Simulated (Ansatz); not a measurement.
## S on Mo(110): change of the work function: cost of one run

Ansatz 0.2.0; plane-wave DFT, PBE, Ansatz PAW. The cell holds 37 atoms.

File input.yaml:

```yaml
crystal:
  lattice:
    - [6.6821590821, -4.725, 0.0]
    - [6.6821590821, 4.725, 0.0]
    - [0.0, 0.0, 26.819186382]
  atoms:
    - { symbol: Mo, position: [0.0, 0.0, 0.3355806501] }
    - { symbol: Mo, position: [0.1666666667, 0.1666666667, 0.4186326237] }
    - { symbol: Mo, position: [0.0, 0.0, 0.502513608] }
[... 28 atom lines left out ...]
    - { symbol: Mo, position: [0.8333333333, 0.5, 0.5825366077] }
    - { symbol: Mo, position: [0.6666666667, 0.6666666667, 0.3355806501] }
    - { symbol: Mo, position: [0.8333333333, 0.8333333333, 0.4186326237] }
    - { symbol: Mo, position: [0.6666666667, 0.6666666667, 0.502513608] }
    - { symbol: Mo, position: [0.8333333333, 0.8333333333, 0.5825366077] }
    - { symbol: S, position: [0.28, 0.28, 0.6644193499] }
kpoints:
  mp_grid: { grid: [4, 4, 1] }
hamiltonian:
  xc: pbe
scf:
  occupations: { method: fermi_dirac, width: 0.1 }
  convergence: { dr2_threshold: 1.0e-08 }
efield:
  axis: 3
  dipole_correction: true
  ramp_position: 0.97
  ramp_width: 0.06
relax:
  f_tol: 0.02
  max_steps: 60
  constraints:
    - { sites: [0, 1, 4, 5, 8, 9, 12, 13, 16, 17, 20, 21, 24, 25, 28, 29, 32, 33] }
output:
  write_potential: true
  write_density: true
  volumetric_format: npy
```

On the command line:

```console
> ansatz run input.yaml --threads 4 --pin off --max-ram 16384MiB --backend cpu --events-out ev --progress --plain --runs-dir out
```

The cutoff in use is 420 eV. For reference, a run of the same kind (18 atoms, 20 k-points, 142 bands and 14,721 plane waves; 51 SCF cycles) took 7.8 min and 3.4 GiB on the same hardware.

**Question.** How long does this run take on 4 threads of Arm Neoverse V1, shared host, and how much memory does it need?

A cutoff of 420 eV is a sphere of radius 10.5 Å⁻¹, so a cell of 1694 Å³ holds about V·G³/6π² = 33,097 plane waves. At two electrons a band, the 510 electrons need 255 bands, and 51 more are carried. Symmetry cuts the 4×4×1 mesh from 16 to 7 points. The run has 7 k-points, 306 bands and 33,141 plane waves. Taking the work of a cycle as k-points × spins × bands × plane waves, that is 1.7 times the reference, or 13 min at the reference's 51 cycles. The run needed 71 SCF cycles over 8 ionic steps, which makes it about 18 min. One copy of the wavefunctions takes 1.1 GiB at 16 bytes a coefficient, against 0.62 GiB in the reference; grids, projectors and work arrays come on top. Measured: about 25 min, with a peak of 9.4 GiB. The run took longer than the estimate, which leaves out the steps that grow as the square of the band count.

[Logs are printed without paths, hosts, clocks, repeated set-up lines and the standing remarks that a program may print on its own settings, such as how far it seeks lower states.]

[Hosts, paths, dates, database ids (printed as entryN), source tags and the programs' standing remarks are cut or masked in the printed files.]

[Maps of the electrostatic potential energy from Ansatz leave out the sawtooth potential of an applied field or a dipole correction, so their vacuum need not be flat; planar profiles and work functions include it.]
